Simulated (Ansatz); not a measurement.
**Phonons of CoSi2 (Fm-3m) against volume**

Aim: how do the optical modes of CoSi2 (Fm-3m) move with volume?

Calculated with Ansatz 0.2.0; DFT LDA, scalar-relativistic, plane waves, PAW; PAW set soft_1.

Report form: the programs' logs are mostly left out.

The database entry behind the starting cell differs from later determinations by our own check (0.1 to 0.3 % short, probably kX units), so it need not match the best structure at ambient conditions.

### 1. Starting point

The structure is cubic, space group Fm-3m (No. 225). Conventional cell: a = 5.356 Å, b = 5.356 Å, c = 5.356 Å, α = 90.00°, β = 90.00°, γ = 90.00°. Nearest to Si lie 4 Co at 2.32 Å. Nearest to Co lie 8 Si at 2.32 Å. Farther neighbours are not listed.

Coordinates:

```cif
data_structure
_symmetry_space_group_name_H-M 'Fm-3m'
_symmetry_Int_Tables_number 225
_cell_length_a 5.3560
_cell_length_b 5.3560
_cell_length_c 5.3560
_cell_angle_alpha 90.000
_cell_angle_beta 90.000
_cell_angle_gamma 90.000
_cell_volume 153.65
loop_
_atom_site_label
_atom_site_type_symbol
_atom_site_symmetry_multiplicity
_atom_site_Wyckoff_symbol
_atom_site_fract_x
_atom_site_fract_y
_atom_site_fract_z
_atom_site_occupancy
Si1 Si 8 c 0.25000 0.75000 0.75000 1
Co1 Co 4 a 0.00000 0.00000 0.00000 1
```

### 2. A rough relaxation first

A rough relaxation comes first, because large forces or stress need no tight tolerances yet.

Input file input.yaml:

```yaml
crystal:
  lattice:
    - [0.0, 2.678, 2.678]
    - [2.678, 0.0, 2.678]
    - [2.678, 2.678, 0.0]
  atoms:
    - { symbol: Si, position: [0.25, 0.25, 0.25] }
    - { symbol: Si, position: [0.75, 0.75, 0.75] }
    - { symbol: Co, position: [0.0, 0.0, 0.0] }
kpoints:
  mp_grid: { grid: [6, 6, 6] }
hamiltonian:
  xc: lda
  pseudopotentials: { kind: paw, azcp: { folder: soft_1 }, xc_functional: pbe }
scf:
  occupations: { method: gaussian, width: 0.1 }
output:
  forces: true
  stress: true
  eigenvalues: true
relax:
  adjacent_minimum: "off"
  f_tol: 0.05
  max_steps: 80
  cell: { stress_tol: 0.5 }
```

Started as:

```console
> ansatz run input.yaml --threads 4 --pin off --max-ram 10240MiB --backend cpu --events-out ev --progress --plain --runs-dir out
```

Wall time 1.3 s (4 threads of AMD EPYC 7B13 (Zen 3), shared host); peak memory 0.37 GiB; 3.6 s of CPU time.

This run has no spin polarisation, although Co can carry a moment.

Relaxation path:

```csv
step,energy less that of the first step (eV),largest force component (eV/Å),pressure (GPa),volume (Å³)
1,0.0000,0.0000,-8.39,38.41
2,-0.0393,0.0000,-3.68,37.39
3,-0.0476,0.0000,0.34,36.62
4*,-0.0471,0.0000,0.34,36.62
```

Relaxation steps marked * repeat the geometry before them on a plane-wave basis chosen anew for their cell, so energy and pressure can jump there.

Forces are held to the 48 operations that the run works with; a distortion that breaks them can't arise in this run.

```
conventional cell, symmetrised  before  after  change
                         a (Å)   5.356  5.272  -1.6 %
                         b (Å)   5.356  5.272  -1.6 %
                         c (Å)   5.356  5.272  -1.6 %
              volume (Å³/atom)   12.80  12.21  -4.7 %
```

Final coordinates:

```xyz
3
Lattice="0.0000 2.6358 2.6358 2.6358 0.0000 2.6358 2.6358 2.6358 0.0000" Properties=species:S:1:pos:R:3 pbc="T T T"
Si    1.3179    1.3179    1.3179
Si    3.9537    3.9537    3.9537
Co    0.0000    0.0000    0.0000
```

This step gave:

| Property | Result |
| --- | --- |
| pressure | 0.3438 GPa |
| volume per atom | 12.21 Å³ |
| gap on the k-mesh | 0 eV |

In this step the volume went from 12.80 to 12.21 Å³/atom.

### 3. Bringing the structure to rest

The cell and atoms are relaxed, since residual forces and stress would shift the frequencies.

input.yaml, the sections that differ from step 2:

```yaml
crystal:
  lattice:
    - [0.0, 2.6357970644, 2.6357970644]
    - [2.6357970644, 0.0, 2.6357970644]
    - [2.6357970644, 2.6357970644, 0.0]
  atoms:
    - { symbol: Si, position: [0.25, 0.25, 0.25] }
    - { symbol: Si, position: [0.75, 0.75, 0.75] }
    - { symbol: Co, position: [0.0, 0.0, 0.0] }
kpoints:
  mp_grid: { grid: [14, 14, 14] }
output:
  forces: true
  stress: true
  eigenvalues: true
  write_density: true
  write_potential: true
  elf: true
  volumetric_format: npy
relax:
  adjacent_minimum: "off"
  f_tol: 0.005
  max_steps: 80
  cell: { stress_tol: 0.05 }
# hamiltonian, scf: as in step 2
```

Wall time 4.1 s (4 threads); peak memory 0.44 GiB; 14 s of CPU time.

Little changed from the start: no atom moved by 0.005 Å and no cell edge by 0.1 %.

Numbers from this step:

- pressure: 1.76e-4 GPa
- volume per atom: 12.23 Å³

ELF in the ac plane of a cell with a along [110], b along [-110] and c along [001] of the cube at fractional y = 0.500, with atoms of Si and Co within 0.2 Å of it. It is the smooth field of the valence electrons, not physical close to the nuclei.

Ten even steps from '_' (0.02) to '@' (0.70), each cell a mean:
```
@@##==..______..==##@@%%**::________::**%%
##**++--......--++**##**++==::....::==****
====**++------++**======++**==----==**++==
++++%%##==--==##%%++++==##%%**----**%%##==
++%%@@++------++@@%%++**@@%%==----==%%@@**
@@@@##--==++==--##@@%%@@%%==--++++--++%%@@
@@%%==--##@@##--==%%@@@@**--++@@@@++--**@@
@@%%++--**%%++--++%%@@@@##====####==--##@@
##@@%%==--==--==%%@@##%%@@**--====--**@@%%
==##@@**------##@@**==++%%%%++----++@@%%++
++==####==--==####==++==**##++====**%%++==
====++==::::::==++======++++--::::--++++==
%%##==::______::==##%%%%**--..____..--**%%
@@##==..______..==##@@%%++::________::**%%
```
Columns run along a (7.5 Å), rows up along c (5.3 Å), edges of the conventional cell, whose origin can differ from the input's. Atoms in or near the plane, at fractional coordinates: Si at (0.00, 0.75), Si at (0.50, 0.75), Si at (0.00, 0.25), Si at (0.50, 0.25), Co at (0.25, 0.50), Co at (0.75, 0.50).

Valence density in the ac plane of a cell with a along [110], b along [-110] and c along [001] of the cube at fractional y = 0.500, with atoms of Si and Co within 0.2 Å of it. It is the smooth field of the valence electrons, not physical close to the nuclei.

Ten steps, logarithmic in the rise over the least value, from '_' (0 e/Å³) to '@' (39 e/Å³), each cell a mean:
```
....______________......________________..
....______________........____________....
____..__________..______....________....__
__..................____................__
........::::::................::::........
......::++##++::..........::==****==::....
......==%%@@%%==..........::**@@@@**::....
......--##@@##--..........::++%%%%++::....
......::--==--::............::====::......
__..................____................__
____....______....______....________....__
......__________..........____________....
....______________......______________....
....______________......________________..
```
Columns run along a (7.5 Å), rows up along c (5.3 Å), edges of the conventional cell, whose origin can differ from the input's. Atoms in or near the plane, at fractional coordinates: Si at (0.00, 0.75), Si at (0.50, 0.75), Si at (0.00, 0.25), Si at (0.50, 0.25), Co at (0.25, 0.50), Co at (0.75, 0.50).

Electrostatic potential energy in the ac plane of a cell with a along [110], b along [-110] and c along [001] of the cube at fractional y = 0.500, with atoms of Si and Co within 0.2 Å of it. With pseudopotentials it is smooth inside the atoms' cores, unlike the true potential.

Values in eV, 8 rows by 16 columns, each cell a mean:
```
 -1   8  14  16  16  15  11   2  -1   8  14  16  16  15  11   2
-10 -15   9  15  15  12  -5 -17 -10 -15   9  15  15  12  -5 -17
-16 -10   7   2  -1   7  -2 -17 -16 -10   7   2  -1   7  -2 -17
  7  10  -7 -30 -31 -19   8   8   7  10  -7 -30 -31 -19   8   8
 -1   7  -3 -27 -29 -14   7   2  -1   7  -3 -27 -29 -14   7   2
-10 -15   8   9   8  10  -5 -17 -10 -15   8   9   8  10  -5 -17
-16 -11  10  15  16  13  -1 -18 -16 -11  10  15  16  13  -1 -18
  7  11  15  16  16  16  13   8   7  11  15  16  16  16  13   8
```
Columns run along a (7.5 Å; values clipped at the 3rd and 97th percentile), rows up along c (5.3 Å), edges of the conventional cell, whose origin can differ from the input's. Atoms in or near the plane, at fractional coordinates: Si at (0.00, 0.75), Si at (0.50, 0.75), Si at (0.00, 0.25), Si at (0.50, 0.25), Co at (0.25, 0.50), Co at (0.75, 0.50).

In this step the volume went from 12.21 to 12.23 Å³/atom.

### 4. Tight relaxation

Phonons need small forces and stress, so the relaxation is finished with tight tolerances on 16×16×16 k points.

input.yaml, the sections that differ from step 3:

```yaml
crystal:
  lattice:
    - [0.0, 2.637170851, 2.637170851]
    - [2.637170851, 0.0, 2.637170851]
    - [2.637170851, 2.637170851, 0.0]
  atoms:
    - { symbol: Si, position: [0.25, 0.25, 0.25] }
    - { symbol: Si, position: [0.75, 0.75, 0.75] }
    - { symbol: Co, position: [0.0, 0.0, 0.0] }
kpoints:
  mp_grid: { grid: [16, 16, 16] }
scf:
  occupations: { method: methfessel_paxton, width: 0.2 }
relax:
  adjacent_minimum: "off"
  f_tol: 0.001
  max_steps: 60
  cell: { stress_tol: 0.01 }
# hamiltonian, output: as in step 3
```

The job ended after 5 s (4 threads; peak memory 0.47 GiB).

Little changed from the start: no atom moved by 0.005 Å and no cell edge by 0.1 %.

Numbers from this step:

| Quantity | Value |
| --- | --- |
| pressure | -2.63e-5 GPa |

ELF in the ac plane of a cell with a along [110], b along [-110] and c along [001] of the cube at fractional y = 0.000, with atoms of Si and Co within 0.2 Å of it. It is the smooth field of the valence electrons, not physical close to the nuclei.

Values, 8 rows by 16 columns, each cell a mean:
```
0.45 0.28 0.47 0.65 0.63 0.57 0.32 0.39 0.45 0.28 0.47 0.65 0.63 0.57 0.32 0.39
0.26 0.44 0.63 0.41 0.38 0.57 0.54 0.29 0.26 0.44 0.63 0.41 0.38 0.57 0.54 0.29
0.19 0.32 0.40 0.35 0.36 0.39 0.38 0.22 0.19 0.32 0.40 0.35 0.36 0.39 0.38 0.22
0.03 0.11 0.33 0.58 0.63 0.44 0.17 0.05 0.03 0.11 0.33 0.58 0.63 0.44 0.17 0.05
0.05 0.14 0.35 0.56 0.59 0.44 0.20 0.07 0.05 0.14 0.35 0.56 0.59 0.44 0.20 0.07
0.24 0.39 0.46 0.32 0.34 0.39 0.46 0.28 0.24 0.39 0.46 0.32 0.34 0.39 0.46 0.28
0.26 0.39 0.63 0.49 0.42 0.63 0.50 0.27 0.26 0.39 0.63 0.49 0.42 0.63 0.50 0.27
0.56 0.31 0.41 0.64 0.66 0.52 0.27 0.46 0.56 0.31 0.41 0.64 0.66 0.52 0.27 0.46
```
Columns run along a (7.5 Å), rows up along c (5.3 Å), edges of the conventional cell, whose origin can differ from the input's. Atoms in or near the plane, at fractional coordinates: Si at (0.25, 0.25), Si at (0.75, 0.25), Si at (0.25, 0.75), Si at (0.75, 0.75), Co at (0.00, 0.00), Co at (0.50, 0.00).

Valence density in the ac plane of a cell with a along [110], b along [-110] and c along [001] of the cube at fractional y = 0.000, with atoms of Si and Co within 0.2 Å of it. It is the smooth field of the valence electrons, not physical close to the nuclei.

Ten steps, logarithmic in the rise over the least value, from '_' (0 e/Å³) to '@' (38 e/Å³), each cell a mean:
```
@@**::..........::**@@%%==............==%%
==--..............--====::............::==
..........__..................____........
____....______....______......____......__
______..........____________........______
________......______________........______
________......________________....________
________......______________........______
______..........____________........______
______..______..__________....____....____
........______................____........
::::..............::::::................::
##==::..........::==##**--............--**
@@##--..........--##@@@@==..........::++@@
```
Columns run along a (7.5 Å), rows up along c (5.3 Å), edges of the conventional cell, whose origin can differ from the input's. Atoms in or near the plane, at fractional coordinates: Si at (0.25, 0.25), Si at (0.75, 0.25), Si at (0.25, 0.75), Si at (0.75, 0.75), Co at (0.00, 0.00), Co at (0.50, 0.00).

Electrostatic potential energy in the ac plane of a cell with a along [110], b along [-110] and c along [001] of the cube at fractional y = 0.000, with atoms of Si and Co within 0.2 Å of it. With pseudopotentials it is smooth inside the atoms' cores, unlike the true potential.

Values in eV, 8 rows by 16 columns, each cell a mean:
```
-29 -14   7   2  -1   7  -3 -27 -29 -14   7   2  -1   7  -3 -27
  8  10  -5 -17 -10 -15   8   9   8  10  -5 -17 -10 -15   8   9
 16  13  -1 -18 -16 -11  10  15  16  13  -1 -18 -16 -11  10  15
 16  16  13   8   7  11  15  16  16  16  13   8   7  11  15  16
 16  15  11   2  -1   8  14  16  16  15  11   2  -1   8  14  16
 15  12  -5 -17 -10 -15   9  15  15  12  -5 -17 -10 -15   9  15
 -1   7  -2 -17 -16 -10   7   2  -1   7  -2 -17 -16 -10   7   2
-31 -19   8   8   7  10  -7 -30 -31 -19   8   8   7  10  -7 -30
```
Columns run along a (7.5 Å; values clipped at the 3rd and 97th percentile), rows up along c (5.3 Å), edges of the conventional cell, whose origin can differ from the input's. Atoms in or near the plane, at fractional coordinates: Si at (0.25, 0.25), Si at (0.75, 0.25), Si at (0.25, 0.75), Si at (0.75, 0.75), Co at (0.00, 0.00), Co at (0.50, 0.00).

The forces vanish by symmetry and the pressure is 0.000 GPa, within the tolerances set. The cell now holds 12.23 Å³/atom.

### 5. Zone-centre response at rest

Phonons follow from the second derivative of the energy, found here by linear response.

The modes at rest are the reference of the series.

input.yaml, the sections that differ from step 4:

```yaml
crystal:
  lattice:
    - [0.0, 2.6370298316, 2.6370298316]
    - [2.6370298316, 0.0, 2.6370298316]
    - [2.6370298316, 2.6370298316, 0.0]
  atoms:
    - { symbol: Si, position: [0.25, 0.25, 0.25] }
    - { symbol: Si, position: [0.75, 0.75, 0.75] }
    - { symbol: Co, position: [0.0, 0.0, 0.0] }
output:
  eigenvalues: true
phonons:
  method: dfpt
# kpoints, hamiltonian, scf: as in step 4
# relax: removed
```

Run time: 14 s. Hardware: 4 threads; peak memory 0.95 GiB; 51 s of CPU time.

Numbers from this step:

| Quantity | Value |
| --- | --- |
| sum-rule residual before enforcement | 4.20e-5 eV/Å² |
| point group | m-3m |
| highest optical mode at the zone centre (no LO-TO term) | 348.1 cm⁻¹ |
| lowest optical zone-centre mode | 347.6 cm⁻¹ |

Patterns of degenerate modes are one choice out of their space. The modes at Γ (shares of kinetic energy by element, %):

```
mode  frequency (cm⁻¹)  symmetry  Si %  Co %
   1               0.0  acoustic    49    51
   2               0.0  acoustic    49    51
   3               0.0  acoustic    49    51
   4             347.6       T2g   100     0
   5             347.6       T2g   100     0
   6             347.6       T2g   100     0
   7             348.1       T1u    51    49
   8             348.1       T1u    51    49
   9             348.1       T1u    51    49
```

Displacements in mode 5 (347.6 cm⁻¹), the largest set to 1:
```
Si1 -0.16 -1.00 -0.79
Si2  0.16  1.00  0.79
Co3  0.00  0.00  0.00
```

Displacements in mode 7 (348.1 cm⁻¹), the largest set to 1:
```
Si1  0.25  0.20 -1.00
Si2  0.25  0.20 -1.00
Co3 -0.24 -0.19  0.95
```

Before it was imposed, the acoustic sum rule was missed by 4.2e-5 eV/Å². Small misses are needed for a sound result but don't prove that mesh and cutoff are converged. The lowest optical mode is real, 348 cm⁻¹.

### 6. Ground state of a member: 1.06 times the volume at rest

The cell is set to 1.06 times the volume at rest; symmetry leaves nothing else free, so this is a single point.

input.yaml, the sections that differ from step 5:

```yaml
crystal:
  lattice:
    - [0.0, 2.6887494294, 2.6887494294]
    - [2.6887494294, 0.0, 2.6887494294]
    - [2.6887494294, 2.6887494294, 0.0]
  atoms:
    - { symbol: Si, position: [0.25, 0.25, 0.25] }
    - { symbol: Si, position: [0.75, 0.75, 0.75] }
    - { symbol: Co, position: [0.0, 0.0, 0.0] }
output:
  forces: true
  stress: true
  eigenvalues: true
# kpoints, hamiltonian, scf: as in step 5
# phonons: removed
```

Wall time 1.6 s (4 threads); peak memory 0.43 GiB; 5 s of CPU time.

This step gave:

* pressure: -10.41 GPa
* volume per atom: 12.96 Å³

The forces vanish by symmetry, at a pressure of -10.41 GPa.

[end of part 1 of 2]

[Logs are printed without paths, hosts, clocks, repeated set-up lines and the standing remarks that a program may print on its own settings, such as how far it seeks lower states.]

[Hosts, paths, dates, database ids (printed as entryN), source tags and the programs' standing remarks are cut or masked in the printed files.]
